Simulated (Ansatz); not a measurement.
# A hypothetical structure for MgSn2B2, part 2 of 2

Starting from a made-up structure for MgSn2B2, the aim is the relaxed cell, its shortest contacts and, where a second run follows, its electronic structure.

Ansatz 0.2.0; DFT, PBEsol, plane-wave PAW, files of the set soft_1, scalar-relativistic, no spin, cell and ions relaxed at zero pressure; PAW set soft_1 (the session's first sound run).

So far: Set-up; Relaxation of the guess.

### 3. Bands of the relaxed cell

A second self-consistent run takes a narrower smearing and the mesh shown in its input; the bands follow along the standard path of the relaxed lattice.

This step: DFT, PBEsol, plane-wave PAW, files of the set soft_1, scalar-relativistic, no spin, bands and density of states at the relaxed cell; PAW set soft_1 (Ansatz 0.2.0).

Contents of input.yaml:

```yaml
crystal:
  lattice:
    - [3.2882397771, -1.9014843068, 0.0401620289]
    - [3.2882397771, 1.9014843068, 0.0401620289]
    - [-0.1211803682, 0.0, 6.7835158191]
  atoms:
    - { symbol: Sn, position: [0.6676421266, 0.6676421266, 0.8234685617] }
    - { symbol: Sn, position: [0.3323578734, 0.3323578734, 0.1765314383] }
    - { symbol: Mg, position: [0.0, 0.0, 0.5] }
    - { symbol: B, position: [0.6663723862, 0.6663723862, 0.2597553193] }
    - { symbol: B, position: [0.3336276138, 0.3336276138, 0.7402446807] }
kpoints:
  mp_grid: { grid: [10, 10, 6] }
  band_path:
    path:
      - [[0.0, 0.0, 0.0], [-0.5, -0.5, 0.0], [-0.50135307, -0.50135307, 0.49418866], [-0.5, -0.5, 0.5], [-0.66686902, -0.33313098, 0.5]]
      - [[-0.33313098, 0.33313098, 0.5], [0.0, 0.0, 0.5], [-0.49864693, -0.49864693, 0.50581134]]
      - [[-0.5, -0.5, 0.0], [-0.66641129, -0.33358871, 0.0]]
      - [[-0.33358871, 0.33358871, 0.0], [0.0, 0.0, 0.0], [-0.5, 0.0, 0.0]]
      - [[-0.5, 0.0, 0.5], [0.0, 0.0, 0.0]]
    npoints: 8
scf:
  occupations: { method: fermi_dirac, width: 0.03 }
  n_extra_bands: 9
hamiltonian:
  xc: pbesol
  pseudopotentials: { kind: paw, azcp: { folder: soft_1 }, xc_functional: pbe }
output:
  forces: true
  stress: true
  write_bands: true
  dos: { projected: true }
  write_density: true
  write_potential: true
  elf: true
  volumetric_format: npy
```

Command:

```
> ansatz run input.yaml --threads 4 --pin off --max-ram 8192MiB --backend cpu --events-out ev --progress --plain --runs-dir out
```

Numbers of over 12 decimals in the logs are rounded to 6 here.

Log:

```text
[...]
Crystal: 5 atoms, lattice volume = 84.847 Å³
Basis set: ecut = 420 eV, 1643 PW (Γ), exchange–correlation on 54×54×96 points (8 copies of the dense FFT grid, shifted against one another)
Bands: 31, of which v1, the nominal top of the filled ones, is band 22 counted from 1 (21 counted from 0)
Symmetry: 4 space group operations
[...]
k-points: 172 of 600
[...]
SCF iter   1: F=—  HF=-14116.913072 eV  |F-HF|=—  |Δ(HF+E_count)|=         —  Δρ=6.71e-2  dr2=9.50e0  ethr=3.10e-3  ⟨swp⟩=6.4  Hψ=26696  notcnv=0  defer=1
[...]
SCF iter  10: F=-14114.533119 eV  HF=-14114.533119 eV  |F-HF|=3.83e-9  |Δ(HF+E_count)|=   1.79e-8  Δρ=4.28e-6  dr2=1.34e-8  ethr=2.27e-10  ⟨swp⟩=15.5  Hψ=40364  notcnv=0
SCF 1 converged in 10 iterations: F = -14114.533119 eV  dr2 = 1.34e-8
[...]
NSCF: frozen V_eff on 85 k-points
SCF converged after 10 iterations
Free energy (F): -14114.533119 eV
[...]
Internal energy: -14114.529766 eV  (E = F + TS)
E sigma→0 (E₀):  -14114.531443 eV
Entropy (-TS):   -0.003353 eV (-0.671 meV/atom)
Fermi energy:    10.460712 eV
[...]
--- Forces (eV/Å), atoms counted from 1 ---
  atom   1  Sn    -0.00865549     0.00000000    -0.01208471
  atom   2  Sn     0.00865549    -0.00000000     0.01208471
  atom   3  Mg     0.00000000     0.00000000     0.00000000
  atom   4  B     -0.00568601     0.00000000     0.01885459
  atom   5  B      0.00568601    -0.00000000    -0.01885459
  max |Σ_I F_I| component: 3.47e-18 eV/Å
--- Stress (GPa, compression-positive) ---
       -0.232994      -0.000000       0.043614
       -0.000000      -0.274001      -0.000000
        0.043614      -0.000000       0.576833
  P = ⅓ Tr σ = 0.0233 GPa (0.233 kbar)
--- Band table (eV; the first three rows and the last of 172) ---
  k-point 0: bands = [... 18 lower, 9.5299, 10.4173, 10.5317, 10.5373, 11.8130, 12.3561, 13.8298, 13.8498, ... 5 higher]
  k-point 1: bands = [... 18 lower, 9.5532, 9.5788, 10.4644, 10.4715, 11.8421, 13.0311, 13.8413, 13.8621, ... 5 higher]
  k-point 2: bands = [... 18 lower, 9.6807, 9.7042, 10.3000, 10.3104, 11.9465, 13.0886, 13.9215, 13.9319, ... 5 higher]
  k-point 171: bands = [... 18 lower, 7.6614, 8.2518, 8.2891, 9.2401, 10.3884, 10.7710, 11.6783, 11.8105, ... 5 higher]
```

The job ended after 7.3 s (4 threads of Intel Xeon Platinum 8375C at 2.90GHz (Ice Lake), shared host; peak memory 0.66 GiB; 28 s of CPU time).

This step gave:

```
free energy             : -14114.5331 eV
energy at zero smearing : -14114.5314 eV
smearing term TS        : 0.003353 eV
Fermi energy            : 10.46 eV
pressure                : 0.02328 GPa
```

bands.tsv at the labelled points (eV, zero at the Fermi level; the bands that come nearest the Fermi level along the path):

```tsv
point	band 19	band 20	band 21	band 22	band 23	band 24	band 25	band 26
Γ	-0.93	-0.04	0.07	0.08	1.35	1.90	3.37	3.39
Y	-4.05	-3.08	-2.40	-1.77	0.32	2.10	2.17	3.48
F	-2.80	-2.21	-2.17	-1.22	-0.08	0.31	1.22	1.35
L	-2.80	-2.21	-2.17	-1.22	-0.07	0.31	1.22	1.35
I	-5.36	-4.88	-1.16	-1.14	0.24	0.31	2.95	3.03
I1	-5.36	-4.88	-1.16	-1.14	0.24	0.31	2.95	3.03
Z	-0.68	-0.66	-0.28	-0.27	1.56	2.46	3.53	3.56
F1	-2.80	-2.21	-2.17	-1.22	-0.08	0.31	1.22	1.35
Y	-4.05	-3.08	-2.40	-1.77	0.32	2.10	2.17	3.48
X1	-5.81	-4.13	-2.91	-2.88	0.71	2.81	2.87	5.37
X	-5.81	-4.13	-2.91	-2.88	0.71	2.81	2.87	5.37
Γ	-0.93	-0.04	0.07	0.08	1.35	1.90	3.37	3.39
N	-4.03	-3.07	-2.43	-1.76	0.35	2.11	2.13	3.55
M	-2.78	-2.19	-2.17	-1.19	-0.16	0.33	1.24	1.39
Γ	-0.93	-0.04	0.07	0.08	1.35	1.90	3.37	3.39
```

States per cell as run, both spins, in windows of 1 eV, from dos.tsv (zero at the Fermi level):

| from | to | total |
| --- | --- | --- |
| -8 | -7 | 0.80 |
| -7 | -6 | 1.08 |
| -6 | -5 | 1.29 |
| -5 | -4 | 1.55 |
| -4 | -3 | 2.08 |
| -3 | -2 | 2.14 |
| -2 | -1 | 2.20 |
| -1 | 0 | 0.91 |
| 0 | 1 | 1.11 |
| 1 | 2 | 2.05 |
| 2 | 3 | 2.61 |
| 3 | 4 | 2.46 |
| 4 | 5 | 2.43 |
| 5 | 6 | 2.53 |

A further 32.0 states lie below the table's range.

ELF in the ac plane of the cell as run, not the conventional one, at fractional y = 0.332, with atoms of Sn and B within 0.2 Å of it. It is the smooth field of the valence electrons, not physical close to the nuclei.

Ten even steps from '_' (0.00) to '@' (0.75), each cell a mean:
```
----============------------
====++++++++++++======------
++**############**++========
**##%%%%****%%%%%%**========
**@@@@**--::**@@@@**++======
##@@@@==____==%%@@##++====++
%%@@@@++____==@@@@%%++====++
%%@@@@%%++++##@@@@##++====++
##%%@@@@@@@@@@@@@@##++----==
++##%%@@@@@@@@%%##++--::::--
--==****####****==--........
::------====------::........
::::::::....::::::::::....::
==--::::....::::--==========
**==--::::::::--==****####**
##++==--------==++####%%%%%%
##++==----------++##%%%%%%%%
**==--::....::--==**%%####%%
**==::________::==**########
++==::________::==++********
++==::________::==++++====++
====--::....::--======----==
----------------------::::::
--------------------::::::::
```
Columns run along a (3.8 Å), rows up along c (6.8 Å). Atoms in or near the plane, at fractional coordinates: Sn at (0.33, 0.18), B at (0.33, 0.74).

Valence density in the ac plane of the cell as run, not the conventional one, at fractional y = 0.332, with atoms of Sn and B within 0.2 Å of it. It is the smooth field of the valence electrons, not physical close to the nuclei.

Values in e/Å³, 24 rows by 14 columns, each cell a mean:
```
 0  0  0  0  0  0  0  0  0  0  0  0  0  0
 0  0  0  0  0  0  0  0  0  0  0  0  0  0
 0  0  0  0  0  0  0  0  0  0  0  0  0  0
 0  0  0  0  0  0  0  0  0  0  0  0  0  0
 0  0  0  1  1  1  1  1  0  0  0  0  0  0
 0  0  1  1  0  0  1  1  0  0  0  0  0  0
 0  0  1  1  1  1  1  1  0  0  0  0  0  0
 0  0  0  1  1  1  1  0  0  0  0  0  0  0
 0  0  0  0  0  0  0  0  0  0  0  0  0  0
 0  0  0  0  0  0  0  0  0  0  0  0  0  0
 0  0  0  0  0  0  0  0  0  0  0  0  0  0
 0  0  0  0  0  0  0  0  0  0  0  0  0  0
 0  0  0  0  0  0  0  0  0  0  0  0  0  0
 0  0  0  0  0  0  0  0  0  0  0  0  0  0
 0  0  0  0  0  0  0  0  0  0  0  0  0  0
 0  0  0  0  0  0  0  0  0  0  0  0  0  0
 0  0  0  1  1  1  1  0  0  0  0  0  0  0
 0  0  1  3  4  5  3  1  0  0  0  0  0  0
 0  1  2  6  9  9  6  2  1  0  0  0  0  0
 0  1  2  7 11 11  7  3  1  0  0  0  0  0
 0  1  2  5  8  8  5  2  1  0  0  0  0  0
 0  0  1  2  4  4  2  1  0  0  0  0  0  0
 0  0  0  1  1  1  1  0  0  0  0  0  0  0
 0  0  0  0  0  0  0  0  0  0  0  0  0  0
```
Columns run along a (3.8 Å), rows up along c (6.8 Å). Atoms in or near the plane, at fractional coordinates: Sn at (0.33, 0.18), B at (0.33, 0.74).

Electrostatic potential energy in the ac plane of the cell as run, not the conventional one, at fractional y = 0.332, with atoms of Sn and B within 0.2 Å of it. With pseudopotentials it is smooth inside the atoms' cores, unlike the true potential.

Ten even steps from '_' (-22 eV) to '@' (13 eV), each cell a mean:
```
@@@@@@@@@@@@@@@@@@@@@@@@@@@@
@@@@@@@@@@@@@@@@@@@@%%%%%%%%
%%@@@@%%%%%%%%@@@@%%%%####%%
%%%%%%**====**%%%%%%##****##
%%%%##::____::**%%%%##****##
%%%%++________==%%%%%%####%%
@@%%++________==%%%%%%%%%%%%
@@@@##--....--##%%@@@@%%%%@@
@@@@%%##****##%%@@@@@@%%%%@@
@@@@@@@@@@@@@@@@@@@@@@%%%%%%
@@@@@@@@@@@@@@@@@@@@%%%%%%%%
@@@@@@@@@@@@@@@@@@@@%%%%%%%%
@@@@@@@@@@@@@@@@@@@@%%%%%%%%
@@@@@@@@@@@@@@@@@@@@%%%%%%%%
@@@@@@%%%%%%%%@@@@@@@@@@@@@@
@@@@%%##****##%%%%@@@@@@@@@@
@@%%**--....--++%%@@@@@@@@@@
%%**::..----....**%%@@@@@@@@
##==..++@@@@++..==%%@@@@@@@@
##--..##@@@@##..--##@@@@@@@@
%%==..==%%%%==..==%%@@@@@@@@
%%**::..::::..::**%%@@@@@@@@
@@%%**--::::--**%%@@@@@@@@@@
@@@@%%########%%@@@@@@@@@@@@
```
Columns run along a (3.8 Å; values clipped at the 3rd and 97th percentile), rows up along c (6.8 Å). Atoms in or near the plane, at fractional coordinates: Sn at (0.33, 0.18), B at (0.33, 0.74).

### 4. What came out

| Item | Value |
| --- | --- |
| space group, relaxed | C2/m |
| conventional cell | a = 6.577, b = 3.803, c = 6.785 Å; α = 90.0°, β = 90.3°, γ = 90.0° |
| volume per atom | 16.97 Å³ (guess 14.21) |

In words: MgSn2B2 relaxes to C2/m with a = 6.577, b = 3.803 and c = 6.785 Å. The guessed volume was 16 % too small. The space group C2/m was held in the relaxation, so the end point is a stationary structure within it and may be a saddle against distortions or other arrangements. Bands cross the Fermi level, so it is a metal or semimetal at this level. On the 10×10×6 mesh with the narrower smearing (relaxed on 9×9×4) the largest force component is 0.019 eV/Å and the largest stress component is 0.577 GPa, against the relaxation's thresholds of 0.015 eV/Å and 0.05 GPa. The cutoff wasn't tested. A vector of the cell changed its length by 15 %, more than the volume shows. No dispersion term is used, so weakly bound directions may come out too long. Nothing here tests whether the compound is stable against decomposition.

[Logs are printed without paths, hosts, clocks, repeated set-up lines and the standing remarks that a program may print on its own settings, such as how far it seeks lower states.]

[Hosts, paths, dates, database ids (printed as entryN), source tags and the programs' standing remarks are cut or masked in the printed files.]
